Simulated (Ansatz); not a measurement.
## How many bands does the GW gap of BaCu2SnS4 (P3_121) need?

Aim: see how the G0W0 gap of BaCu2SnS4 (P3_121) on r2SCAN moves with empty bands and screening cutoff, and what each rung costs.

Main program and level: Ansatz 0.2.0; G0W0 on r2SCAN, plane waves, PAW.

In doubt: one-shot GW on d or f shells is unsure, so the values of those runs are not to be relied on.

## Step 1: Set-up

It takes space group P3_121 (No. 152, trigonal). Conventional cell: a = 6.437 Å, b = 6.437 Å, c = 15.831 Å, α = 90.00°, β = 90.00°, γ = 120.00°. Ba has 8 S at 3.23 to 3.34 Å nearest. Nearest to Cu lie 4 S at 2.33 to 2.39 Å. Nearest to Sn lie 4 S at 2.45 to 2.46 Å. Nearest to S lie 2 Cu at 2.33 to 2.37 Å and 1 Sn at 2.46 Å and 2 Ba at 3.23 to 3.24 Å. S has 2 Cu at 2.33 to 2.39 Å and 1 Sn at 2.45 Å and 2 Ba at 3.26 to 3.34 Å nearest. Farther neighbours and most contacts between anions are not listed.

The cell and positions are those that the Materials Project relaxed with its own functionals (PBE, PBE+U or r2SCAN), kept fixed. Spin-orbit coupling is left out unless a step names it. The default PAW set here is soft_2. Its files were made with PBE.

## Step 2: 244 empty bands, screening to 33 eV

Now the one-shot GW correction: screening in the RPA, then the self-energy of the levels asked for.

File input.yaml:

```yaml
crystal:
  lattice:
    - [6.4365004231, 0.0, 0.0]
    - [-3.2182502115, 5.5741728779, 0.0]
    - [0.0, 0.0, 15.830995]
  atoms:
    - { symbol: Ba, position: [0.426402, 0.426402, 0.5] }
    - { symbol: Ba, position: [0.0, 0.573598, 0.16666667] }
    - { symbol: Ba, position: [0.573598, 0.0, 0.83333333] }
    - { symbol: Cu, position: [0.369782, 0.43384, 0.745199] }
    - { symbol: Cu, position: [0.935942, 0.56616, 0.92146767] }
    - { symbol: Cu, position: [0.43384, 0.369782, 0.254801] }
    - { symbol: Cu, position: [0.064058, 0.630218, 0.41186567] }
    - { symbol: Cu, position: [0.56616, 0.935942, 0.07853233] }
    - { symbol: Cu, position: [0.630218, 0.064058, 0.58813433] }
    - { symbol: Sn, position: [0.704992, 0.0, 0.33333333] }
    - { symbol: Sn, position: [0.0, 0.704992, 0.66666667] }
    - { symbol: Sn, position: [0.295008, 0.295008, 0.0] }
    - { symbol: S, position: [0.765195, 0.65191, 0.335819] }
    - { symbol: S, position: [0.886715, 0.234805, 0.00248567] }
    - { symbol: S, position: [0.34809, 0.113285, 0.66915233] }
    - { symbol: S, position: [0.113285, 0.34809, 0.33084767] }
    - { symbol: S, position: [0.234805, 0.886715, 0.99751433] }
    - { symbol: S, position: [0.65191, 0.765195, 0.664181] }
    - { symbol: S, position: [0.939587, 0.440447, 0.54641] }
    - { symbol: S, position: [0.50086, 0.060413, 0.21307667] }
    - { symbol: S, position: [0.060413, 0.50086, 0.78692333] }
    - { symbol: S, position: [0.440447, 0.939587, 0.45359] }
    - { symbol: S, position: [0.49914, 0.559553, 0.12025667] }
    - { symbol: S, position: [0.559553, 0.49914, 0.87974333] }
kpoints:
  mp_grid: { grid: [6, 6, 2] }
hamiltonian:
  xc: r2scan
scf:
  occupations: { method: fixed }
gw:
  n_empty_bands: 244
  ecut_chi: 33
  qp_bands: [v2, c2]
  qp_kpoints: band_edges
  screening: { model: contour_deformation }
```

The run is started by

```
> ansatz run input.yaml --threads 32 --pin off --max-ram 129024MiB --backend cuda --events-out ev --progress --plain --runs-dir out --devices 1 --max-vram 157GiB  # rebuilt from the run's record
```

Numbers of over 12 decimals in the logs are rounded to 6 here.

The log of the run:

```text
GPUs: using 1 of 1 available (devices: 1).
Engine: ansatz 0.2.0, aarch64-unknown-linux-gnu
Pseudopotentials: kind: paw
Pseudopotential: Ba, paw, valence charge 10, recommended cutoff 500 eV (meta_gga), Ba.paw.azcp
Pseudopotential: Cu, paw, valence charge 19, recommended cutoff 500 eV (meta_gga), Cu.paw.azcp
Pseudopotential: Sn, paw, valence charge 14, recommended cutoff 500 eV (meta_gga), Sn.paw.azcp
Pseudopotential: S, paw, valence charge 6, recommended cutoff 500 eV (meta_gga), S.paw.azcp
Functional definition: r2SCAN
  parameter k0 = 0.174
  parameter k1 = 0.065
  parameter a1 = 4.9479
  exchange = r2scan_x(k0 = k0, k1 = k1, a1 = a1)
  correlation = r2scan_c
[...]
Crystal: 24 atoms, lattice volume = 567.987 Å³
Basis set: ecut = 500 eV, 14439 PW (Γ), exchange–correlation on 192×192×480 points (64 copies of the dense FFT grid, shifted against one another)
Bands: 155, of which v1, the nominal top of the filled ones, is band 129 counted from 1 (128 counted from 0)
Symmetry: 6 space group operations
Space group: P3121 (ITA 152), of the structure as read, at distance tolerance 8.3e-5 Å
k-points: 14 of 72 (time reversal used)
Non-local potential: Ba, projectors of the file, l = 0: 3, l = 1: 2, l = 2: 2, l = 3: 2
Non-local potential: Cu, projectors of the file, l = 0: 3, l = 1: 2, l = 2: 3, l = 3: 1
Non-local potential: Sn, projectors of the file, l = 0: 2, l = 1: 2, l = 2: 2, l = 3: 2
Non-local potential: S, projectors of the file, l = 0: 2, l = 1: 2, l = 2: 2
PAW form: soft (Blöchl's): semilocal exchange-correlation on the pseudo side does not see the compensation charge
PAW frozen core: Ba, regenerated for the run's functional (the file was generated under x = pbe(κ = 0.804, μ = 0.219515), c = pbe(β = 0.066725))
PAW frozen core: Cu, regenerated for the run's functional (the file was generated under x = pbe(κ = 0.804, μ = 0.219515), c = pbe(β = 0.066725))
PAW frozen core: Sn, regenerated for the run's functional (the file was generated under x = pbe(κ = 0.804, μ = 0.219515), c = pbe(β = 0.066725))
PAW frozen core: S, regenerated for the run's functional (the file was generated under x = pbe(κ = 0.804, μ = 0.219515), c = pbe(β = 0.066725))
PAW one-centre angular grid: Ba, 302 points (default); XC on 160 Gauss nodes
PAW one-centre angular grid: Cu, 590 points (default); XC on 160 Gauss nodes
PAW one-centre angular grid: Sn, 590 points (default); XC on 249 of its mesh's 2787 points in the sphere
[...]
Initial density: superposition of atomic densities (neutral atoms: chi_scale 0, normalization atom), corrected by the library's trained network
Initial wavefunctions: pseudopotential atomic-orbital guess
[...]
Functional: x = r2scan, c = r2scan; τ floored in thin density (d = 2e-4 eV/Å³)
SCF iter   1: F=—  HF=-86689.686037 eV  |F-HF|=—  |Δ(HF+E_count)|=         —  Δρ=2.10e-2  dr2=1.67e0  dr2_τ=7.42e-2  ethr=1.77e-3  ⟨swp⟩=4.6  Hψ=7279  notcnv=0  defer=323
preconditioner: auto → Resta (q_TF=auto, 2.392 Å⁻¹)  ε∞=4.5  [insulator: Δε(μ)=0.873 eV  Ē_g=11.952 eV  n_scr=150 (ndim 8)  ℏωp=22.3 eV  f_vac=0.072  ε∞_Penn≈4.5]
SCF iter   2: F=—  HF=-86690.017064 eV  |F-HF|=—  |Δ(HF+E_count)|=   3.31e-1  Δρ=1.91e-2  dr2=1.30e0  dr2_τ=1.23e-2  ethr=6.47e-4  ⟨swp⟩=2.0  Hψ=4383  notcnv=0  defer=303
SCF iter   3: F=—  HF=-86689.704204 eV  |F-HF|=—  |Δ(HF+E_count)|=   3.13e-1  Δρ=4.87e-3  dr2=9.98e-2  dr2_τ=9.68e-4  ethr=5.03e-4  ⟨swp⟩=2.0  Hψ=2688  notcnv=0  defer=322
SCF iter   4: F=—  HF=-86689.690524 eV  |F-HF|=—  |Δ(HF+E_count)|=   1.37e-2  Δρ=1.38e-3  dr2=7.75e-3  dr2_τ=7.99e-5  ethr=3.87e-5  ⟨swp⟩=2.0  Hψ=3308  notcnv=0  defer=334
SCF iter   5: F=—  HF=-86689.690573 eV  |F-HF|=—  |Δ(HF+E_count)|=   4.90e-5  Δρ=4.48e-4  dr2=9.23e-4  dr2_τ=2.01e-5  ethr=3.00e-6  ⟨swp⟩=2.0  Hψ=2676  notcnv=0  defer=334
SCF iter   6: F=—  HF=-86689.690632 eV  |F-HF|=—  |Δ(HF+E_count)|=   5.86e-5  Δρ=2.07e-4  dr2=1.91e-4  dr2_τ=1.31e-6  ethr=3.58e-7  ⟨swp⟩=2.0  Hψ=3707  notcnv=0  defer=331
SCF iter   7: F=—  HF=-86689.690633 eV  |F-HF|=—  |Δ(HF+E_count)|=   1.46e-6  Δρ=1.05e-4  dr2=5.20e-5  dr2_τ=2.66e-7  ethr=7.40e-8  ⟨swp⟩=1.2  Hψ=1913  notcnv=0  defer=277
[...]
SCF 1 converged in 9 iterations: F = -86689.690630 eV  dr2 = 3.61e-8
[...]
SCF converged after 9 iterations
[...]
ik  band        ε_KS         Σx   Σc(E_QP)       V_xc       Z   E_QP_lin       E_QP  E_QP is
     0   128      7.5711   -33.3628     4.5760   -28.3713  0.7005     7.1459     7.1557  root
     0   129      7.5711   -33.3628     4.5760   -28.3713  0.7005     7.1459     7.1557  root
     0   130      8.2130   -11.0987    -2.5430   -14.4420  0.7747     9.0182     9.0132  root
     0   131      9.1421   -13.5009    -2.5426   -16.9269  0.7525    10.0469    10.0254  root
     1   128      7.4563   -33.8879     4.7907   -28.6379  0.6954     6.9837     6.9970  root
     1   129      7.5475   -32.6619     4.5050   -27.7506  0.7012     7.1319     7.1412  root
     1   130      8.7153   -13.4439    -2.2109   -16.4531  0.7612     9.5229     9.5136  root
     1   131      8.7153   -13.4439    -2.2109   -16.4531  0.7612     9.5229     9.5136  root
     2   128      7.3119   -33.9647     4.9479   -28.5471  0.6908     6.8275     6.8422  root
     2   129      7.4761   -33.4535     4.6750   -28.3445  0.6973     7.0308     7.0422  root
     2   130      8.6962   -14.0061    -2.0451   -16.8108  0.7598     9.4646     9.4558  root
     2   131      9.1176   -13.4986    -2.5346   -16.9175  0.7532    10.0214    10.0019  root
     3   128      7.3894   -33.9001     4.8517   -28.5819  0.6932     6.9086     6.9229  root
     3   129      7.4179   -32.9458     4.6519   -27.8663  0.6965     6.9793     6.9903  root
     3   130      8.8853   -13.8258    -2.2663   -16.9299  0.7566     9.7358     9.7231  root
     3   131      8.9439   -13.8185    -2.2574   -16.9082  0.7554     9.7899     9.7762  root
     4   128      7.1833   -33.8389     5.0726   -28.2780  0.6855     6.6775     6.6950  root
     4   129      7.3103   -33.7879     4.9098   -28.4058  0.6906     6.8230     6.8381  root
     4   130      8.9778   -13.9467    -2.3676   -17.1840  0.7536     9.8646     9.8475  root
     4   131      9.0538   -13.4435    -2.5422   -16.8827  0.7544     9.9698     9.9508  root
     5   128      7.1970   -34.2683     5.0719   -28.6938  0.6851     6.6753     6.6944  root
     5   129      7.2554   -33.5359     4.9104   -28.1537  0.6889     6.7682     6.7836  root
     5   130      8.9984   -14.1749    -2.3619   -17.4001  0.7533     9.8780     9.8617  root
     5   131      9.0455   -13.5144    -2.4904   -16.9000  0.7534     9.9607     9.9407  root
[...]
12   128      7.1863   -33.9825     5.1102   -28.3760  0.6850     6.6718     6.6901  root
    12   129      7.1863   -33.9825     5.1102   -28.3760  0.6850     6.6718     6.6901  root
    12   130      8.7673   -13.4474    -2.4111   -16.7004  0.7610     9.6205     9.6092  root
    12   131      9.1724   -13.4087    -2.6054   -16.9306  0.7515    10.1144    10.0889  root
    13   128      7.2063   -34.6005     5.2208   -28.8602  0.6837     6.6659     6.6868  root
    13   129      7.2063   -34.6005     5.2208   -28.8602  0.6837     6.6659     6.6868  root
    13   130      8.8963   -13.5294    -2.4549   -16.8507  0.7580     9.7766     9.7626  root
    13   131      8.8963   -13.5294    -2.4549   -16.8507  0.7580     9.7766     9.7626  root
```

Elapsed: 63 s, on 1 × NVIDIA GB200 with 32 threads of Arm Neoverse V2, shared host; peak memory 5.5 GiB; 2.7 min of CPU time.

In the SCF lines HF is the Harris–Foulkes energy and dr2 the Hartree energy of the density residual, in eV; the loop may stop once dr2 is under the threshold and the program's other checks hold. Hψ counts applications of the Hamiltonian.

This step gave:

* bands summed: 373
* RPA ε∞ on this mesh (eigenvalues): 7.641, 8.505, 8.505
* plane waves in the screening matrix: 213
* q-points in the mesh: 72
* G0W0 gap on the mesh: 1.858 eV
* k of the valence top: 0, 0, 0
* k of the conduction bottom: 0, 0, 0
* starting gap on the mesh: 0.6419 eV
* Z at the valence top: 0.7005
* Z at the conduction bottom: 0.7747
* least direct G0W0 gap on the computed points: 1.858 eV

The gap on the mesh goes from 0.64 eV to 1.86 eV, a correction of +1.22 eV. Between the two edge states, bare exchange in place of the xc potential would open the gap by 8.33 eV, and correlation takes back 7.12 eV.

## Step 3: 691 empty bands, screening to 66 eV

Bands and screening cutoff are moved together, since each hides the error of the other.

Edit input.yaml of step 2 so:

```diff
@@ -37,4 +37,4 @@
 gw:
-  n_empty_bands: 244
-  ecut_chi: 33
+  n_empty_bands: 691
+  ecut_chi: 66
   qp_bands: [v2, c2]
```

The log of the run:

```text
GPUs: using 1 of 1 available (devices: 1).
[...]
Crystal: 24 atoms, lattice volume = 567.987 Å³
Basis set: ecut = 500 eV, 14439 PW (Γ), exchange–correlation on 192×192×480 points (64 copies of the dense FFT grid, shifted against one another)
Bands: 155, of which v1, the nominal top of the filled ones, is band 129 counted from 1 (128 counted from 0)
Symmetry: 6 space group operations
[...]
k-points: 14 of 72 (time reversal used)
[...]
SCF iter   1: F=—  HF=-86689.686037 eV  |F-HF|=—  |Δ(HF+E_count)|=         —  Δρ=2.10e-2  dr2=1.67e0  dr2_τ=7.42e-2  ethr=1.77e-3  ⟨swp⟩=4.6  Hψ=7279  notcnv=0  defer=323
[...]
SCF iter   7: F=—  HF=-86689.690633 eV  |F-HF|=—  |Δ(HF+E_count)|=   1.46e-6  Δρ=1.05e-4  dr2=5.20e-5  dr2_τ=2.66e-7  ethr=7.40e-8  ⟨swp⟩=1.2  Hψ=1913  notcnv=0  defer=277
[...]
SCF 1 converged in 9 iterations: F = -86689.690630 eV  dr2 = 3.61e-8
[...]
SCF converged after 9 iterations
[...]
0   128      7.5711   -33.3628     4.8893   -28.3713  0.6894     7.4685     7.4689  root
     0   129      7.5711   -33.3628     4.8893   -28.3713  0.6894     7.4685     7.4689  root
     0   130      8.2130   -11.0987    -2.9038   -14.4420  0.7679     8.6610     8.6524  root
     0   131      9.1421   -13.5009    -2.8826   -16.9269  0.7449     9.7087     9.6855  root
     1   128      7.4563   -33.8879     5.1303   -28.6379  0.6844     7.3360     7.3366  root
     1   129      7.5475   -32.6619     4.7975   -27.7506  0.6905     7.4332     7.4337  root
     1   130      8.7153   -13.4439    -2.5356   -16.4531  0.7535     9.2008     9.1889  root
     1   131      8.7153   -13.4439    -2.5356   -16.4531  0.7535     9.2008     9.1889  root
[...]
13   128      7.2063   -34.6005     5.5831   -28.8602  0.6735     7.0478     7.0491  root
    13   129      7.2063   -34.6005     5.5831   -28.8602  0.6735     7.0478     7.0491  root
    13   130      8.8963   -13.5294    -2.7855   -16.8507  0.7506     9.4523     9.4320  root
    13   131      8.8963   -13.5294    -2.7855   -16.8507  0.7506     9.4523     9.4320  root
```

It took 2.5 min on 1 × NVIDIA GB200 with 32 threads; peak memory 10 GiB.

This step gave:

```yaml
bands_summed: 820
rpa_eps_infinity_on_this_mesh_eigenvalues: 7.608, 8.465, 8.465
plane_waves_in_the_screening_matrix: 723
q_points_in_the_mesh: 72
g0w0_gap_on_the_mesh: 1.184 eV
k_of_the_valence_top: 0, 0, 0
k_of_the_conduction_bottom: 0, 0, 0
starting_gap_on_the_mesh: 0.6419 eV
z_at_the_valence_top: 0.6894
z_at_the_conduction_bottom: 0.7679
least_direct_g0w0_gap_on_the_computed_points: 1.184 eV
```

Against the run with 6×6×2 mesh, 244 empty bands, screening to 33 eV, the gap moves by −0.67 eV.

## Step 4: 1487 empty bands, screening to 110 eV

Edit input.yaml of step 3 so:

```diff
@@ -37,4 +37,4 @@
 gw:
-  n_empty_bands: 691
-  ecut_chi: 66
+  n_empty_bands: 1487
+  ecut_chi: 110.0
   qp_bands: [v2, c2]
```

The log of the run:

```text
GPUs: using 1 of 1 available (devices: 1).
[...]
Crystal: 24 atoms, lattice volume = 567.987 Å³
Basis set: ecut = 500 eV, 14439 PW (Γ), exchange–correlation on 192×192×480 points (64 copies of the dense FFT grid, shifted against one another)
Bands: 155, of which v1, the nominal top of the filled ones, is band 129 counted from 1 (128 counted from 0)
Symmetry: 6 space group operations
[...]
k-points: 14 of 72 (time reversal used)
[...]
1   130      8.7153   -13.4439    -2.7383   -16.4531  0.7502     8.9889     8.9863  root
     1   131      8.7153   -13.4439    -2.7383   -16.4531  0.7502     8.9889     8.9863  root
[...]
13   128      7.2063   -34.6005     5.6493   -28.8602  0.6703     7.1149     7.1152  root
    13   129      7.2063   -34.6005     5.6493   -28.8602  0.6703     7.1149     7.1152  root
    13   130      8.8963   -13.5294    -2.9698   -16.8507  0.7474     9.2532     9.2478  root
    13   131      8.8963   -13.5294    -2.9698   -16.8507  0.7474     9.2532     9.2478  root
[key lines of the parts left out:]
SCF converged after 9 iterations
```

Run time: 7 min. Hardware: 1 × NVIDIA GB200 with 32 threads; peak memory 18 GiB; 18 min of CPU time.

This step gave:

```yaml
bands_summed: 1616
rpa_eps_infinity_on_this_mesh_eigenvalues: 7.579, 8.444, 8.444
plane_waves_in_the_screening_matrix: 1515
g0w0_gap_on_the_mesh: 0.9308 eV
k_of_the_valence_top: 0, 0, 0
k_of_the_conduction_bottom: 0, 0, 0
starting_gap_on_the_mesh: 0.6419 eV
least_direct_g0w0_gap_on_the_computed_points: 0.9308 eV
```

Against the run with 6×6×2 mesh, 691 empty bands, screening to 66 eV, the gap moves by −0.25 eV.

## Step 5: Changing the k mesh: 3×3×2 mesh, 691 empty bands, screening to 66 eV

Only the mesh changes. It samples the long-range screening, which converges on its own terms. Bands and cutoff differ from the step before, so it is read against an earlier run that matches them.

Edit input.yaml of step 4 so:

```diff
@@ -31,3 +31,3 @@
 kpoints:
-  mp_grid: { grid: [6, 6, 2] }
+  mp_grid: { grid: [3, 3, 2] }
 hamiltonian:
@@ -37,4 +37,4 @@
 gw:
-  n_empty_bands: 1487
-  ecut_chi: 110.0
+  n_empty_bands: 691
+  ecut_chi: 66
   qp_bands: [v2, c2]
```

The log of the run:

```text
GPUs: using 1 of 1 available (devices: 1).
[...]
device memory: the entry about to start is reckoned to put 9.8 GiB on a device that reports 182.5 GiB free (of which the cap on the GPU budget leaves the run 157.0 GiB)
GPU FFT provider: cuFFT
GPU libraries: cuBLAS 13.8.1, cuFFT 12.4.0, cuSOLVER 12.3.2
GPU matrix products: emulated (plane waves: as basis.precision tells), large ones in fixed point in workspaces of 1.00 GiB
[...]
4   131      9.1731   -13.3815    -3.0413   -16.9324  0.7244     9.7281     9.6827  root ?
     5   128      7.2083   -34.6279     5.6269   -28.8642  0.6579     7.0700     7.0716  root
     5   129      7.2083   -34.6279     5.6269   -28.8642  0.6579     7.0700     7.0716  root
     5   130      8.8969   -13.4987    -2.8696   -16.8532  0.7304     9.4179     9.3819  root ?
     5   131      8.8969   -13.4987    -2.8696   -16.8532  0.7304     9.4179     9.3819  root ?
[key lines of the parts left out:]
SCF converged after 9 iterations
Free energy (F): -86689.669936 eV
Fermi energy:    7.573147 eV
```

It took 19 s on 1 × NVIDIA GB200 with 32 threads; peak memory 5.3 GiB; 65 s of CPU time.

This step gave:

| Quantity | Value |
| --- | --- |
| bands summed | 820 |
| RPA ε∞ on this mesh (eigenvalues) | 8.419, 11.40, 11.40 |
| plane waves in the screening matrix | 723 |
| G0W0 gap on the mesh | 1.133 eV |
| k of the valence top | 0, 0, 0 |
| k of the conduction bottom | 0, 0, 0 |
| starting gap on the mesh | 0.6405 eV |
| least direct G0W0 gap on the computed points | 1.133 eV |

Against the run with 6×6×2 mesh, 691 empty bands, screening to 66 eV, the gap moves by −0.05 eV.

## Step 6: Changing the frequency model: 6×6×2 mesh, 691 empty bands, screening to 66 eV, plasmon pole

A plasmon pole stands in for the full frequency dependence of the screening; this run shows what that costs in accuracy.

Edit input.yaml of step 5 so:

```diff
@@ -31,3 +31,3 @@
 kpoints:
-  mp_grid: { grid: [3, 3, 2] }
+  mp_grid: { grid: [6, 6, 2] }
 hamiltonian:
@@ -41,2 +41,2 @@
   qp_kpoints: band_edges
-  screening: { model: contour_deformation }
+  screening: { model: godby_needs }
```

The log of the run:

```text
GPUs: using 1 of 1 available (devices: 1).
[...]
Crystal: 24 atoms, lattice volume = 567.987 Å³
Basis set: ecut = 500 eV, 14439 PW (Γ), exchange–correlation on 192×192×480 points (64 copies of the dense FFT grid, shifted against one another)
Bands: 155, of which v1, the nominal top of the filled ones, is band 129 counted from 1 (128 counted from 0)
Symmetry: 6 space group operations
[...]
k-points: 14 of 72 (time reversal used)
[...]
1   130      8.7153   -13.4439    -2.4818   -16.4531  0.7941     9.2439     9.2427  root
     1   131      8.7153   -13.4439    -2.4818   -16.4531  0.7941     9.2439     9.2427  root
[...]
13   128      7.2063   -34.6005     5.6145   -28.8602  0.7448     7.0804     7.0805  root
    13   129      7.2063   -34.6005     5.6145   -28.8602  0.7448     7.0804     7.0805  root
    13   130      8.8963   -13.5294    -2.7081   -16.8507  0.7942     9.5113     9.5094  root
    13   131      8.8963   -13.5294    -2.7081   -16.8507  0.7942     9.5113     9.5094  root
[key lines of the parts left out:]
SCF converged after 9 iterations
```

It took 1.9 min on 1 × NVIDIA GB200 with 32 threads; peak memory 10 GiB.

Numbers from this step:

```yaml
bands_summed: 820
plasmon_pole_fit_frequency: 25.03 eV
rpa_eps_infinity_on_this_mesh_eigenvalues: 7.608, 8.465, 8.465
plane_waves_in_the_screening_matrix: 723
g0w0_gap_on_the_mesh: 1.149 eV
k_of_the_valence_top: 0, 0, 0
k_of_the_conduction_bottom: 0, 0, 0
starting_gap_on_the_mesh: 0.6419 eV
least_direct_g0w0_gap_on_the_computed_points: 1.149 eV
```

Against the run with 6×6×2 mesh, 691 empty bands, screening to 66 eV, the gap moves by −0.03 eV.

(Part 1 of 2 ends here.)

[Paths, hosts, dates, memory and timing lines, banners, echoed tables and standing remarks are left out of the program output.]

[Logs are printed without paths, hosts, clocks, repeated set-up lines and the standing remarks that a program may print on its own settings, such as how far it seeks lower states.]

[Runs of the session that timed out or met a known fault of the program may be left out.]

[Cells called generated may have been cut or substituted from an entry of the Crystallography Open Database or the Materials Project.]

[Hosts, paths, dates, database ids (printed as entryN), source tags and the programs' standing remarks are cut or masked in the printed files.]
